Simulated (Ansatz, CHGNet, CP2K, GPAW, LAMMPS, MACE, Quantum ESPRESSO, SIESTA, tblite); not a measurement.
# GPAW runs on amorphous Ge (61 atoms), part 2 of 2

Aim: run amorphous Ge (61 atoms) in GPAW and see how near its forces come to a plane-wave reference, and at what cost.

Program: GPAW 26.7.0; the method stands at each step. Banners, paths, timers and routine set-up lines are dropped from the logs unmarked, and long logs keep their key lines alone; longer cuts are marked.

So far. Step 3 (PBE, plane waves 550 eV): The run ends at a pressure of 9.73 GPa, with forces up to 0.91 eV/Å. Step 4 (PBE, grid h 0.2 Å): Against the first run (17 %), the force difference from the reference is 7.4 %, at 4.5 times the CPU time (on 4 against 1 cores).

## (5) LDA, LCAO dzp, h 0.2 Å

Method: Kohn-Sham DFT, LDA, PAW, atomic orbitals (dzp).

Input file run.py:

```python
import numpy as np
from ase.io import read
from gpaw import GPAW, FermiDirac

atoms = read("structure.xyz")
atoms.calc = GPAW(
    mode="lcao",
    basis="dzp",
    h=0.2,
    xc="LDA",
    kpts={"size": (1, 1, 1), "gamma": True},
    occupations=FermiDirac(0.05),
    maxiter=200,
    symmetry={"point_group": False},
    txt="gpaw.txt",
)
energy = atoms.get_potential_energy(force_consistent=True)
forces = atoms.get_forces()
print(f"energy {energy:.6f} eV")
print("forces (eV/A)")
for i, (a, f) in enumerate(zip(atoms, forces)):
    print(f"{i:4d} {a.symbol:2s} {f[0]:10.5f} {f[1]:10.5f} {f[2]:10.5f}")
print(f"Fermi level {atoms.calc.get_fermi_level():.4f} eV")
for k in range(len(atoms.calc.get_ibz_k_points())):
    for s in range(atoms.calc.get_number_of_spins()):
        e = atoms.calc.get_eigenvalues(kpt=k, spin=s)
        n = np.searchsorted(e, atoms.calc.get_fermi_level())
        print(f"k {k} spin {s} levels about the Fermi level:", np.round(e[max(n - 6, 0):n], 4).tolist(), "|", np.round(e[n:n + 6], 4).tolist())
```

Input file structure.xyz:

```xyz
61
Lattice="10.64970 0.00000 0.00000 0.00000 10.64970 0.00000 0.00000 0.00000 10.64970" Properties=species:S:1:pos:R:3 pbc="T T T"
[... 61 atom lines left out: the same atoms as in the first run ...]
```

Command:

```
$ OMP_NUM_THREADS=1 python run.py > output.txt
```

Output:

```text
energy -286.090848 eV
forces (eV/A)
   0 Ge   -0.12243    0.20057   -0.04600
   1 Ge    0.16200   -0.36356    0.35440
   2 Ge    0.17721   -0.03988    0.06261
   3 Ge   -0.03125   -0.02852    0.04812
   4 Ge   -0.48466    0.21693   -0.31068
   5 Ge    0.42880   -0.25498    0.35572
   6 Ge    0.51971    0.62941   -0.42326
   7 Ge   -0.41922   -0.61209    0.28752
   8 Ge   -0.15322   -0.03395    0.45343
   9 Ge    0.10343    0.48291    0.00620
  10 Ge   -0.68402    0.35394   -0.16911
  11 Ge    0.29419    0.23186    0.03750
  12 Ge   -0.25886   -0.04638    0.26728
  13 Ge    0.24423   -0.49124   -0.13455
  14 Ge    0.31020    0.10903    0.35979
  15 Ge   -0.39010   -0.19100    0.27066
  16 Ge   -0.42195   -0.02990    0.00664
  17 Ge    0.22381    0.21999   -0.11510
  18 Ge   -0.43069    0.51435   -0.22133
  19 Ge   -0.02693    0.00186    0.15348
  20 Ge   -0.31968   -0.42370   -0.21670
  21 Ge   -0.53397   -0.33053    0.22962
  22 Ge    0.04843    0.37969   -0.29683
  23 Ge   -0.10725    0.07718    0.42269
[...]
53 Ge   -0.08649   -0.54376    0.04889
  54 Ge    0.29478   -0.19930   -0.57706
  55 Ge    0.16518    0.11965   -0.17456
  56 Ge    0.25120   -0.20692    0.12874
  57 Ge   -0.00023   -0.25113    0.18166
  58 Ge    0.47268   -0.18415   -0.15486
  59 Ge    0.31532    0.06018   -0.08152
  60 Ge   -0.49397    0.56430    0.44426
Fermi level 6.9410 eV
k 0 spin 0 levels about the Fermi level: [6.5239, 6.5455, 6.5846, 6.8271, 6.8492, 6.886] | [6.9978, 7.023, 7.0749, 7.1786, 7.2528, 7.3228]
```

gpaw.txt:

```text
Input parameters:
  mode=LCAO(),
  basis={'default': 'dzp'},
  h=0.2,
  kpts=MonkhorstPack(size=(1, 1, 1), gamma=True),
  maxiter=200,
  occupations=Occupations(name='fermi-dirac', width=0.05, fixmagmom=False),
  symmetry=Symmetry(point_group=False),
  xc=XC(name='LDA')
Unit cell  # Å
| periodic |         x |         y |         z |   lengths |    angles |
[... lines left out ...]
  Fermi-Dirac:
[... lines left out ...]
convergence criteria:
- Maximum [total energy] change in last 3 cyles: 0.0005 eV / valence electron
[... lines left out ...]
Converged in 16 steps
[... lines left out ...]
  Free energy:    -286.090848
  Extrapolated:   -285.961215
dipole moment: (-74.700045, 83.632894, 32.410173)  # |e|*Ang
Fermi level: 6.941
Eigenvalues  # (at kpt = [0.000, 0.000, 0.000])
| band index |      eig [eV] | occ [0-2] |
|------------|---------------|-----------|
|          0 |        -6.458 |     2.000 |
|        ... |               |           |
|        114 |         6.414 |     2.000 |
|        115 |         6.444 |     2.000 |
[...]
|        129 |         7.521 |     0.000 |
|        ... |               |           |
|        150 |         9.295 |     0.000 |
Gap: 0.112 eV
Transition (v -> c):
  (s=0, k=0, n=121, [0.00, 0.00, 0.00]) -> (s=0, k=0, n=122, [0.00, 0.00, 0.00])
No difference between direct/indirect transitions
Force computation time: 28.934  # s
timing:  # [seconds]
  Total:  220.723  # ━━━━━━━━━━━━━━━━━━━━━━━━━━━━━━━━━━━━━━━━━━━━━━━━━━━━━━━━
  Init:     5.973  # ━╸
  SCF:    185.790  # ━━━━━━━━━━━━━━━━━━━━━━━━━━━━━━━━━━━━━━━━━━━━━━━
  Forces:  28.934  # ━━━━━━━╸
```

Elapsed: 3.7 min, on 1 thread of Arm Neoverse V1, shared host; peak memory 1.2 GiB.

Compared with the plane-wave run:

```
r.m.s. force component                  : 0.2836 eV/Å
r.m.s. difference of force components   : 24.62 meV/Å
longest difference of force vectors     : 82.6 meV/Å
force difference over r.m.s. force      : 8.789 %
slope of forces against the reference's : 1.009
correlation of force components         : 0.9963
```

Against the first run (17 %), the force difference from the reference is 8.8 %, at 0.94 times the CPU time; another functional landing nearer a PBE reference means that errors partly cancel.

## (6) PBE, LCAO dzp, h 0.2 Å, other mixer settings

Method: Kohn-Sham DFT, PBE, PAW, atomic orbitals (dzp).

run.py, as its differences from that of step 5:

```diff
@@ -2,3 +2,3 @@
 from ase.io import read
-from gpaw import GPAW, FermiDirac
+from gpaw import GPAW, FermiDirac, Mixer
 
@@ -9,5 +9,6 @@
     h=0.2,
-    xc="LDA",
+    xc="PBE",
     kpts={"size": (1, 1, 1), "gamma": True},
     occupations=FermiDirac(0.05),
+    mixer=Mixer(0.03, 7, 100),
     maxiter=200,
```

structure.xyz is that of step 5.

Output:

```text
energy -240.363526 eV
forces (eV/A)
   0 Ge   -0.15905    0.17616   -0.09635
   1 Ge    0.21792   -0.44987    0.42760
   2 Ge    0.28184   -0.02453    0.08943
   3 Ge    0.04479   -0.05802    0.13792
   4 Ge   -0.47748    0.16280   -0.35860
   5 Ge    0.38182   -0.28678    0.39115
[...]
58 Ge    0.50321   -0.25920   -0.13053
  59 Ge    0.35983    0.06271   -0.12679
  60 Ge   -0.51503    0.54647    0.51786
Fermi level 7.2987 eV
k 0 spin 0 levels about the Fermi level: [6.874, 6.8964, 6.9325, 7.1764, 7.1982, 7.2455] | [7.36, 7.3811, 7.4382, 7.5414, 7.6253, 7.6874]
```

gpaw.txt:

```text
Input parameters:
  mode=LCAO(),
  basis={'default': 'dzp'},
  h=0.2,
  kpts=MonkhorstPack(size=(1, 1, 1), gamma=True),
  maxiter=200,
[... lines left out ...]
  occupations=Occupations(name='fermi-dirac', width=0.05, fixmagmom=False),
[... lines left out ...]
  Fermi-Dirac:
[... lines left out ...]
convergence criteria:
- Maximum [total energy] change in last 3 cyles: 0.0005 eV / valence electron
[... lines left out ...]
Converged in 19 steps
[... lines left out ...]
  Free energy:    -240.363526
[... lines left out ...]
Fermi level: 7.299
[... lines left out ...]
|        ... |               |           |
|        150 |         9.669 |     0.000 |
Gap: 0.114 eV
Transition (v -> c):
  (s=0, k=0, n=121, [0.00, 0.00, 0.00]) -> (s=0, k=0, n=122, [0.00, 0.00, 0.00])
No difference between direct/indirect transitions
Force computation time: 28.042  # s
timing:  # [seconds]
  Total:  271.418  # ━━━━━━━━━━━━━━━━━━━━━━━━━━━━━━━━━━━━━━━━━━━━━━━━━━━━━━━━
  Init:     9.103  # ━━
  SCF:    234.244  # ━━━━━━━━━━━━━━━━━━━━━━━━━━━━━━━━━━━━━━━━━━━━━━━━╸
  Forces:  28.042  # ━━━━━━
```

It took 4.5 min on 1 thread; peak memory 1.1 GiB.

Against the reference:

- r.m.s. force component: 0.3027 eV/Å
- r.m.s. difference of force components: 47.94 meV/Å
- longest difference of force vectors: 186.3 meV/Å
- force difference over r.m.s. force: 17.11 %
- slope of forces against the reference's: 1.069
- correlation of force components: 0.9894
- energy less the same-level run's: 0 meV/atom
- r.m.s. force difference from the same-level run: 1.295 meV/Å

Against the first run (17 %), the force difference from the reference is 17 %, at 1.2 times the CPU time: another solver or mixer reaches the same state.

## (7) The ladder

Differences are against the plane-wave reference, forces as r.m.s. over components; share is that over the reference's r.m.s. force, slope the least-squares factor from reference forces to these. Total energies of different programs have different zeros and aren't compared.

```
                                              run  Δ force, r.m.s. (meV/Å)  share (%)  slope  Δ pressure (GPa)  cores  CPU time  memory (GiB)
                                        reference                        -          -      -                 -      4    11 min           3.6
                      GPAW PBE, LCAO dzp, h 0.2 Å                     48.1       17.2  1.070                 -      1   3.9 min           1.2
                     GPAW PBE, plane waves 550 eV                     15.1       5.40  1.017             0.401      4    15 min           2.2
                           GPAW PBE, grid h 0.2 Å                     20.8       7.44  1.017                 -      4    18 min           3.2
                      GPAW LDA, LCAO dzp, h 0.2 Å                     24.6       8.79  1.009                 -      1   3.7 min           1.2
GPAW PBE, LCAO dzp, h 0.2 Å, other mixer settings                     47.9       17.1  1.069                 -      1   4.5 min           1.1
```

CPU time is summed over cores on a shared host, where runs went side by side, so it is rough. Symmetry, cutoffs, thresholds, outputs and thread counts weren't matched or tuned between programs; memory under MPI is the largest rank's times the ranks.

Within one program, basis, potentials and functional, energies share a zero. Each run against its twin at the usual cutoff or grid and solver:

```
                                              run               twin  Δ energy (meV/atom)  Δ force, r.m.s. (meV/Å)  CPU time over the twin's
GPAW PBE, LCAO dzp, h 0.2 Å, other mixer settings  LCAO dzp, h 0.2 Å                    0                     1.29                       1.2
```

## (8) Outcome

* nearest in forces: GPAW PBE, plane waves 550 eV, 5.4 %
* its CPU time: 15 min

What this shows: PBE on plane waves or a grid with other potentials, cutoffs or grids differs from the reference by 5.4 % (GPAW PBE, plane waves 550 eV) to 7.4 % (GPAW PBE, grid h 0.2 Å) of the r.m.s. force; this holds the reference's own error, so differences of a few per cent don't tell which side is nearer the exact PBE result. The PBE runs in local orbitals differ by 17 % in each run; basis, grid and potentials can all enter. Rows with another functional or a dispersion term differ by 8.8 % (GPAW LDA, LCAO dzp, h 0.2 Å), which mixes the change of model with differences of basis and potentials. Of the electronic-structure runs that take under half the reference's CPU time, GPAW LDA, LCAO dzp, h 0.2 Å comes nearest, at 8.8 % in 3.7 min against 11 min. The potentials hold different valence shells: 854 electrons in the reference, 244 in GPAW; this bears on time and differences. GPAW's setups keep the filled d shell of Ge in the core. The reference's pressure holds the uncorrected Pulay stress of its 45 Ry basis, so small pressure differences, and their order, may be the reference's own error. The quench rate of 5 K/ps is many orders above laboratory rates, so the cell is likely richer in defects and strain than a real sample. The network of bonds at the start is that of the classical potential that made the cell, and needn't be the one that DFT or experiment would give. The reference's pressure of 9.3 GPa belongs to a cell and atoms that aren't relaxed at this level. The electronic-structure runs sample only Γ, in a cell whose shortest periodic width is 11 Å, which is coarse for a cell with partly filled levels.

[Also dropped from logs without a mark: logging warnings of Python, and SIESTA's first energy breakdown and zero terms.]

[Logs are printed without paths, hosts, clocks, repeated set-up lines and the standing remarks that a program may print on its own settings, such as how far it seeks lower states.]

[Hosts, paths, dates, database ids (printed as entryN), source tags and the programs' standing remarks are cut or masked in the printed files.]
